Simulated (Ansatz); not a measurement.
## NaMgF3 (Neighborite, Pm-3m): phonons and vibrational spectra

Aim: the phonons of NaMgF3 (Neighborite, Pm-3m) at a cell relaxed beforehand at this level. After the zone centre comes a 4×4×4 q mesh on a 8×8×8 k mesh.

Program: Ansatz 0.2.0. Level of theory: DFT PBEsol, scalar-relativistic, plane waves, PAW; PAW set soft_1. Results are calculated unless marked as measured.

The database entry behind the starting cell lists a temperature of 1273 K, so it need not match the best structure at ambient conditions.

**1. The starting structure**

It takes space group Pm-3m (No. 221, cubic). The conventional cell has a = 3.908 Å, b = 3.908 Å, c = 3.908 Å, α = 90.00°, β = 90.00°, γ = 90.00°. Nearest to Na lie 12 F at 2.76 Å. Nearest to Mg lie 6 F at 1.95 Å. Nearest to F lie 2 Mg at 1.95 Å and 4 Na at 2.76 Å. Farther neighbours and most contacts between anions are not listed.

**2. Zone-centre response**

The cell comes from relaxations at this level that are not shown. The zone centre comes first: it holds the modes that light can see, as far as symmetry allows. The response to a homogeneous field gives the Born charges and the dielectric tensor, and its change with displacement the Raman tensors.

The input, input.yaml:

```yaml
crystal:
  lattice:
    - [3.9078370852, 0.0, 0.0]
    - [0.0, 3.9078370852, 0.0]
    - [0.0, 0.0, 3.9078370852]
  atoms:
    - { symbol: Na, position: [0.0, 0.0, 0.0] }
    - { symbol: Mg, position: [0.5, 0.5, 0.5] }
    - { symbol: F, position: [0.5, 0.5, 0.0] }
    - { symbol: F, position: [0.0, 0.5, 0.5] }
    - { symbol: F, position: [0.5, 0.0, 0.5] }
kpoints:
  mp_grid: { grid: [8, 8, 8] }
hamiltonian:
  xc: pbesol
  pseudopotentials: { kind: paw, azcp: { folder: soft_1 }, xc_functional: pbe }
scf:
  occupations: { method: fixed }
output:
  eigenvalues: true
phonons:
  method: dfpt
  dielectric: true
  rigid_motions: translations
  raman: true
```

The run is started by

```
ansatz run input.yaml --threads 4 --pin off --max-ram 10240MiB --backend cpu --events-out ev --progress --plain --runs-dir out
```

Numbers of over 12 decimals in the logs are rounded to 6 here.

Log:

```text
Engine: ansatz 0.2.0, x86_64-unknown-linux-gnu
Pseudopotentials: kind: paw
Pseudopotential: Na, paw, valence charge 9, recommended cutoff 420 eV (normal), soft_1/Na.paw.azcp
Pseudopotential: Mg, paw, valence charge 10, recommended cutoff 420 eV (normal), soft_1/Mg.paw.azcp
Pseudopotential: F, paw, valence charge 7, recommended cutoff 420 eV (normal), soft_1/F.paw.azcp
Functional definition: PBEsol
  exchange = pbesol_x
  correlation = pbesol_c
Crystal: 5 atoms, lattice volume = 59.677 Å³
Basis set: ecut = 420 eV, 1189 PW (Γ), exchange–correlation on 54×54×54 points (8 copies of the dense FFT grid, shifted against one another)
Bands: 25, of which v1, the nominal top of the filled ones, is band 20 counted from 1 (19 counted from 0)
Symmetry: 48 space group operations
k-points: 170 of 512 (irreducible under 2 space group operations, time reversal used)
Non-local potential: Na, projectors of the file, l = 0: 3, l = 1: 2, l = 2: 1
Non-local potential: Mg, projectors of the file, l = 0: 3, l = 1: 2, l = 2: 1
Non-local potential: F, projectors of the file, l = 0: 2, l = 1: 2, l = 2: 1
PAW form: soft (Blöchl's): semilocal exchange-correlation on the pseudo side does not see the compensation charge
PAW frozen core: Na, regenerated for the run's functional, and the local potential with it (the file was generated under x = pbe(κ = 0.804, μ = 0.219515), c = pbe(β = 0.066725))
PAW frozen core: Mg, regenerated for the run's functional, and the local potential with it (the file was generated under x = pbe(κ = 0.804, μ = 0.219515), c = pbe(β = 0.066725))
PAW frozen core: F, regenerated for the run's functional, and the local potential with it (the file was generated under x = pbe(κ = 0.804, μ = 0.219515), c = pbe(β = 0.066725))
PAW one-centre angular grid: Na, 110 points (default); XC on 64 Gauss nodes
PAW one-centre angular grid: Mg, 110 points (default); XC on 64 Gauss nodes
PAW one-centre angular grid: F, 110 points (default); XC on 64 Gauss nodes
Initial density: superposition of atomic densities (chi_scale 0.1, normalization cell, long waves kept (reshape's long-wave potential 0.01 eV rms))
Initial wavefunctions: pseudopotential atomic-orbital guess
Functional: x = pbesol(κ = 0.804, μ = 0.123457), c = pbesol(β = 0.046)
SCF iter   1: F=—  HF=-5800.307149 eV  |F-HF|=—  |Δ(HF+E_count)|=         —  Δρ=1.49e-1  dr2=9.08e0  ethr=3.10e-3  ⟨swp⟩=5.0  Hψ=18057  notcnv=0  defer=461
preconditioner: auto → Resta (q_TF=auto, 2.552 Å⁻¹)  ε∞=3.1  [insulator: Δε(μ)=3.547 eV  Ē_g=16.442 eV  n_scr=18 (ndim 8)  ℏωp=23.5 eV  f_vac=0.000  ε∞_Penn≈3.1]
SCF iter   2: F=—  HF=-5797.178049 eV  |F-HF|=—  |Δ(HF+E_count)|=    3.13e0  Δρ=5.22e-2  dr2=1.28e0  ethr=3.10e-3  ⟨swp⟩=3.0  Hψ=9916  notcnv=0  defer=449
SCF iter   3: F=—  HF=-5796.889265 eV  |F-HF|=—  |Δ(HF+E_count)|=   2.89e-1  Δρ=2.19e-2  dr2=3.19e-1  ethr=3.10e-3  ⟨swp⟩=2.3  Hψ=7115  notcnv=0  defer=372
SCF iter   4: F=—  HF=-5796.809152 eV  |F-HF|=—  |Δ(HF+E_count)|=   8.01e-2  Δρ=5.25e-3  dr2=1.75e-2  ethr=7.97e-4  ⟨swp⟩=2.4  Hψ=6588  notcnv=0  defer=455
SCF iter   5: F=—  HF=-5796.808489 eV  |F-HF|=—  |Δ(HF+E_count)|=   6.63e-4  Δρ=1.52e-3  dr2=7.15e-4  ethr=4.39e-5  ⟨swp⟩=2.0  Hψ=7151  notcnv=0  defer=489
SCF iter   6: F=—  HF=-5796.809332 eV  |F-HF|=—  |Δ(HF+E_count)|=   8.43e-4  Δρ=2.03e-4  dr2=1.44e-5  ethr=1.79e-6  ⟨swp⟩=2.0  Hψ=7633  notcnv=0  defer=493
SCF iter   7: F=—  HF=-5796.809341 eV  |F-HF|=—  |Δ(HF+E_count)|=   8.94e-6  Δρ=4.92e-5  dr2=1.32e-6  ethr=3.60e-8  ⟨swp⟩=2.0  Hψ=6974  notcnv=0  defer=467
SCF iter   8: F=—  HF=-5796.809343 eV  |F-HF|=—  |Δ(HF+E_count)|=   2.03e-6  Δρ=1.42e-5  dr2=1.11e-7  ethr=3.30e-9  ⟨swp⟩=2.0  Hψ=7633  notcnv=0  defer=209
SCF iter   9: F=—  HF=-5796.809343 eV  |F-HF|=—  |Δ(HF+E_count)|=   6.51e-8  Δρ=3.00e-6  dr2=4.16e-9  ethr=2.79e-10  ⟨swp⟩=2.2  Hψ=7238  notcnv=0  defer=209
SCF iter  10: F=—  HF=-5796.809343 eV  |F-HF|=—  |Δ(HF+E_count)|=  5.79e-10  Δρ=1.08e-6  dr2=4.20e-10  ethr=1.04e-11  ⟨swp⟩=2.0  Hψ=6781  notcnv=0  defer=209
SCF iter  11: F=-5796.809343 eV  HF=-5796.809343 eV  |F-HF|=1.46e-11  |Δ(HF+E_count)|=  8.64e-11  Δρ=2.05e-7  dr2=1.62e-11  ethr=1.00e-12  ⟨swp⟩=12.0  Hψ=26493  notcnv=0
SCF 1 converged in 11 iterations: F = -5796.809343 eV  dr2 = 1.62e-11
  greatest PAW one-centre occupation: 1.000 electrons in one spin orbital (limit 2), on the Mg atom at site 1 (counted from 0), in its partial waves of l = 0
DFPT response loops at Γ: preconditioner auto → none (the input reference at scf.mixing.eps_inf says where Resta's filter doesn't serve); β = 0.50; Broyden in place of MSR1
── the response to a field inside a basis, on 8×8×8 k-points: an SCF that follows is theirs, and a resumed run solves both again ──
Bands: 21, of which v1, the nominal top of the filled ones, is band 20 counted from 1 (19 counted from 0)
k-points: 20 of 512
Initial density: handed on by an earlier stage of this run
Initial wavefunctions: pseudopotential atomic-orbital guess (no wavefunctions were taken with the density)
Eigensolver: Dense (20 Hₖ)
SCF iter   1: F=—  HF=-5796.800855 eV  |F-HF|=—  |Δ(HF+E_count)|=         —  Δρ=3.95e-4  dr2=1.82e-5  ethr=1.00e-1
preconditioner: auto → Resta (q_TF=auto, 2.552 Å⁻¹)  ε∞=3.2  [insulator: Δε(μ)=6.223 eV  Ē_g=17.685 eV  n_scr=18 (ndim 8)  ℏωp=26.3 eV  f_vac=0.121  ε∞_Penn≈3.2]
SCF iter   2: F=—  HF=-5796.800852 eV  |F-HF|=—  |Δ(HF+E_count)|=   2.95e-6  Δρ=1.40e-4  dr2=4.14e-6  ethr=4.54e-8
SCF iter   3: F=—  HF=-5796.800853 eV  |F-HF|=—  |Δ(HF+E_count)|=   2.88e-7  Δρ=6.84e-5  dr2=7.35e-7  ethr=1.04e-8
SCF iter   4: F=—  HF=-5796.800853 eV  |F-HF|=—  |Δ(HF+E_count)|=   9.75e-8  Δρ=2.82e-6  dr2=2.37e-9  ethr=1.84e-9
SCF iter   5: F=—  HF=-5796.800853 eV  |F-HF|=—  |Δ(HF+E_count)|=   1.35e-9  Δρ=5.50e-7  dr2=1.95e-10  ethr=5.94e-12
SCF iter   6: F=-5796.800853 eV  HF=-5796.800853 eV  |F-HF|=7.28e-12  |Δ(HF+E_count)|=  5.55e-11  Δρ=2.15e-7  dr2=2.88e-11  ethr=1.00e-12
SCF 1 converged in 6 iterations: F = -5796.800853 eV  dr2 = 2.88e-11
DFPT response loops at Γ: mixed as the last ones told, above
DFPT response loops at Γ: mixed as the last ones told, above
DFPT response loops at Γ: mixed as the last ones told, above
SCF converged after 11 iterations
Free energy (F): -5796.809343 eV
Harris-Foulkes:  -5796.809343 eV  (|F-HF|=1.46e-11)
Internal energy: -5796.809343 eV  (E = F + TS)
E sigma→0 (E₀):  -5796.809343 eV
Fermi energy:    1.651201 eV
--- Per-component energies (eV) ---
  E_band       = -656.092076
  E_kinetic    = 780.431206
  E_local      = -4717.438527  (includes V_loc(G=0)·N_el)
  E_nonlocal   = 736.205592
  E_hartree    = 1639.956762
  E_xc         = -292.879181
  E_vxc        = -378.268612  (∫ρ·V_xc dr)
  E_paw        = -1167.322673  (= ΣΔE_a)
  E_vpaw       = -356.936648  (= ΣTr[D̂ρ^β])
  E_aug_tail   = 0.001554  (compensation charges beyond the density's cutoff)
  E_ewald      = -2776.004959
  E_core_change = 0.240884  (= ΣΔE_core)
  E_smearing   = -0.000000  (= −TS)
  E_closure    = -0.000000  (closes the sum)
  Σ components = -5796.809343   (vs F -5796.809343, Δ=0.00e0)
--- Band table (eV; the first three rows and the last of 170) ---
  k-point 0: bands = [... 16 lower, 0.9751, 1.1979, 1.1979, 1.1979, 7.6423, 15.1387, 15.1387, 15.2019, ... 1 higher]
  k-point 1: bands = [... 16 lower, 0.9434, 1.0263, 1.1714, 1.1714, 7.9139, 14.5094, 15.3314, 15.3749, ... 1 higher]
  k-point 2: bands = [... 16 lower, 0.8153, 0.8678, 1.1350, 1.1350, 8.6397, 13.3595, 15.8345, 15.8714, ... 1 higher]
  k-point 169: bands = [... 16 lower, 0.4703, 1.6512, 1.6512, 1.6512, 12.0585, 14.5518, 14.5518, 14.5518, ... 1 higher]
--- Phonons (Γ-DFPT): 4 representative perturbations + reference, on 170 of 512 k-points (Σ response iterations 13) ---
  k mesh reduced under 2 symmetry operations, with k and −k counted as one. Each operation leaves every solved perturbation unchanged. A smaller set is not considered because the run solves the response to a homogeneous field
  ASR residual: 1.301e-3 → 0.000e0 eV/Å²; symmetrization residual: 1.756e-6 eV/Å²
  ASR residual per site (eV/Å²): 5.36e-4 1.30e-3 6.95e-4 6.95e-4 6.95e-4
  Γ frequencies (cm⁻¹): -50.41 -50.41 -50.41 0.00 0.00 0.00 129.40 129.40 129.40 283.56 283.56 283.56 538.56 538.56 538.56
  ε∞ (high-frequency dielectric tensor):
        1.959542    -0.000000     0.000000
        0.000000     1.959542     0.000000
        0.000000     0.000000     1.959542
  softest optical mode at Γ: -50.41 cm⁻¹; the repairs (sum rule, projections) moved no ω² at Γ by more than (3.86 cm⁻¹)²
  Born effective charges Z* (e; rows j = field, columns β = displacement):
    site 0:
         1.14197    0.00000    0.00000
         0.00000    1.14197    0.00000
         0.00000    0.00000    1.14197
    site 1:
         1.91537    0.00000    0.00000
        -0.00000    1.91537    0.00000
         0.00000    0.00000    1.91537
    site 2:
        -0.88657    0.00000    0.00000
         0.00000   -0.88657    0.00000
         0.00000    0.00000   -1.28419
    site 3:
        -1.28419    0.00000    0.00000
        -0.00000   -0.88657    0.00000
         0.00000    0.00000   -0.88657
    site 4:
        -0.88657    0.00000    0.00000
        -0.00000   -1.28419    0.00000
         0.00000    0.00000   -0.88657
  Z* charge neutrality: 7.875e-6 e pre-enforcement
  k-mesh period / interband length: 31.3 Å / 0.90 Å = 34.88 at k = (0.0000, 0.0000, 0.0000), direct gap 6.444 eV — 14 or more, which is no proof of convergence
  Raman tensors (in the event stream and the table raman_tensors.tsv): an entry may err by 2.2e-4 Å², one of the second-order susceptibility by 1.3e-20 pm/V (basis, points and sum rule); their sum over the sites missed zero by 1.076e-21 Å² ahead of its enforcement
  optical modes at Γ without the LO–TO term, one row a degenerate level:
      ω (cm⁻¹)  modes    IR ((D/Å)²/amu)  static Raman (Å⁴/amu)  depolarisation
        -50.41      3             8.3990                 0.0000               —
        129.40      3             0.0000                 0.0000               —
        283.56      3             5.2443                 0.0000               —
        538.56      3            12.4647                 0.0000               —
  optical modes at Γ + LO–TO along q̂ = [1.0000, 0.0000, 0.0000]:
      ω (cm⁻¹)  modes    IR ((D/Å)²/amu)  static Raman (Å⁴/amu)  depolarisation
        -50.41      2             5.5993                 0.0000               —
        129.40      3             0.0000                 0.0000               —
        157.82      1             0.6922                 0.0000               —
        283.56      2             3.4962                 0.0000               —
        335.83      1             1.4954                 0.0000               —
        538.56      2             8.3098                 0.0000               —
        623.65      1             6.5150                 0.0000               —
  optical modes at Γ + LO–TO along q̂ = [0.0000, 1.0000, 0.0000]:
      ω (cm⁻¹)  modes    IR ((D/Å)²/amu)  static Raman (Å⁴/amu)  depolarisation
        -50.41      2             5.5993                 0.0000               —
        129.40      3             0.0000                 0.0000               —
        157.82      1             0.6922                 0.0000               —
        283.56      2             3.4962                 0.0000               —
        335.83      1             1.4954                 0.0000               —
        538.56      2             8.3098                 0.0000               —
        623.65      1             6.5150                 0.0000               —
  optical modes at Γ + LO–TO along q̂ = [0.0000, 0.0000, 1.0000]:
      ω (cm⁻¹)  modes    IR ((D/Å)²/amu)  static Raman (Å⁴/amu)  depolarisation
        -50.41      2             5.5993                 0.0000               —
        129.40      3             0.0000                 0.0000               —
        157.82      1             0.6922                 0.0000               —
        283.56      2             3.4962                 0.0000               —
        335.83      1             1.4954                 0.0000               —
        538.56      2             8.3098                 0.0000               —
        623.65      1             6.5150                 0.0000               —
```

The job ended after 79 s (4 threads of Intel Xeon Platinum 8488C (Sapphire Rapids), shared host; peak memory 1.2 GiB).

This step gave:

```
gap on the k-mesh                                       : 5.991 eV
volume per atom                                         : 11.94 Å³
sum-rule residual before enforcement                    : 0.001301 eV/Å²
miss of the charge sum rule                             : 7.87e-6 e
point group                                             : m-3m
highest optical mode at the zone centre (no LO-TO term) : 538.6 cm⁻¹
lowest optical zone-centre mode                         : -50.41 cm⁻¹
mean high-frequency dielectric constant                 : 1.960
largest Born charge (third of the trace)                : 1.915 e
top of the zone-centre spectrum with the field          : 623.6 cm⁻¹
```

Without the LO-TO term. Patterns of degenerate modes are one choice out of their space. Modes at Γ, with each element's share of the kinetic energy (negative means imaginary):

| mode | frequency (cm⁻¹) | symmetry | Na % | Mg % | F % |
| --- | --- | --- | --- | --- | --- |
| 1 | -50.4 | T1u | 73 | 1 | 26 |
| 2 | -50.4 | T1u | 73 | 1 | 26 |
| 3 | -50.4 | T1u | 73 | 1 | 26 |
| 4 | 0.0 | acoustic | 22 | 23 | 55 |
| 5 | 0.0 | acoustic | 22 | 23 | 55 |
| 6 | 0.0 | acoustic | 22 | 23 | 55 |
| 7 | 129.4 | T2u | 0 | 0 | 100 |
| 8 | 129.4 | T2u | 0 | 0 | 100 |
| 9 | 129.4 | T2u | 0 | 0 | 100 |
| 10 | 283.6 | T1u | 5 | 44 | 52 |
| 11 | 283.6 | T1u | 5 | 44 | 52 |
| 12 | 283.6 | T1u | 5 | 44 | 52 |
| 13 | 538.6 | T1u | 0 | 32 | 68 |
| 14 | 538.6 | T1u | 0 | 32 | 68 |
| 15 | 538.6 | T1u | 0 | 32 | 68 |

Displacements in mode 2 (-50.4 cm⁻¹), the largest set to 1:
```
Na1  1.00  0.16 -0.72
Mg2 -0.11 -0.02  0.08
F3  -0.44 -0.07  0.13
F4  -0.18 -0.07  0.32
F5  -0.44 -0.03  0.32
```

Displacements in mode 10 (283.6 cm⁻¹), the largest set to 1:
```
Na1 -0.34  0.00  0.00
Mg2  1.00  0.00  0.00
F3  -0.75  0.00  0.00
F4   0.63  0.00  0.00
F5  -0.75  0.00  0.00
```

Optical modes at the zone centre, without and with the macroscopic field of the longitudinal modes; each column is sorted by frequency, so a row need not hold one and the same mode. Modes with and without the field, by row:

| rank among optical modes | no field (cm⁻¹) | q along (1, 0, 0) (cm⁻¹) |
| --- | --- | --- |
| 1 | -50.4 | -50.4 |
| 2 | -50.4 | -50.4 |
| 3 | -50.4 | 129.4 |
| 4 | 129.4 | 129.4 |
| 5 | 129.4 | 129.4 |
| 6 | 129.4 | 157.8 |
| 7 | 283.6 | 283.6 |
| 8 | 283.6 | 283.6 |
| 9 | 283.6 | 335.8 |
| 10 | 538.6 | 538.6 |
| 11 | 538.6 | 538.6 |
| 12 | 538.6 | 623.6 |

Born charge (rows field, columns displacement) (e), principal values of the symmetric part by kind of site:

```
atom  atoms with these values    low  middle   high   mean
 Na1                        1   1.14    1.14   1.14   1.14
 Mg2                        1   1.92    1.92   1.92   1.92
  F3                        3  -1.28   -0.89  -0.89  -1.02
```

In full for Mg2:

```
1.92 0.00 0.00
0.00 1.92 0.00
0.00 0.00 1.92
```

High-frequency dielectric tensor:

```
1.96 0.00 0.00
0.00 1.96 0.00
0.00 0.00 1.96
```

Transverse modes; imaginary modes are left out. Lines of the infrared spectrum (strongest = 100):

```
position (cm⁻¹)  label  relative intensity
            129    T2u                 0.0
            284    T1u                  42
            539    T1u                 100
```

Before it was imposed, the acoustic sum rule was missed by 0.0013 eV/Å² and the charge sum rule by 7.9e-6 e. Small misses are needed for a sound result but don't prove that mesh and cutoff are converged. The lowest optical mode is imaginary, 50.4i cm⁻¹, so the energy falls along it.

(Continued in part 2 of 2.)

[Logs are printed without paths, hosts, clocks, repeated set-up lines and the standing remarks that a program may print on its own settings, such as how far it seeks lower states.]

[Hosts, paths, dates, database ids (printed as entryN), source tags and the programs' standing remarks are cut or masked in the printed files.]
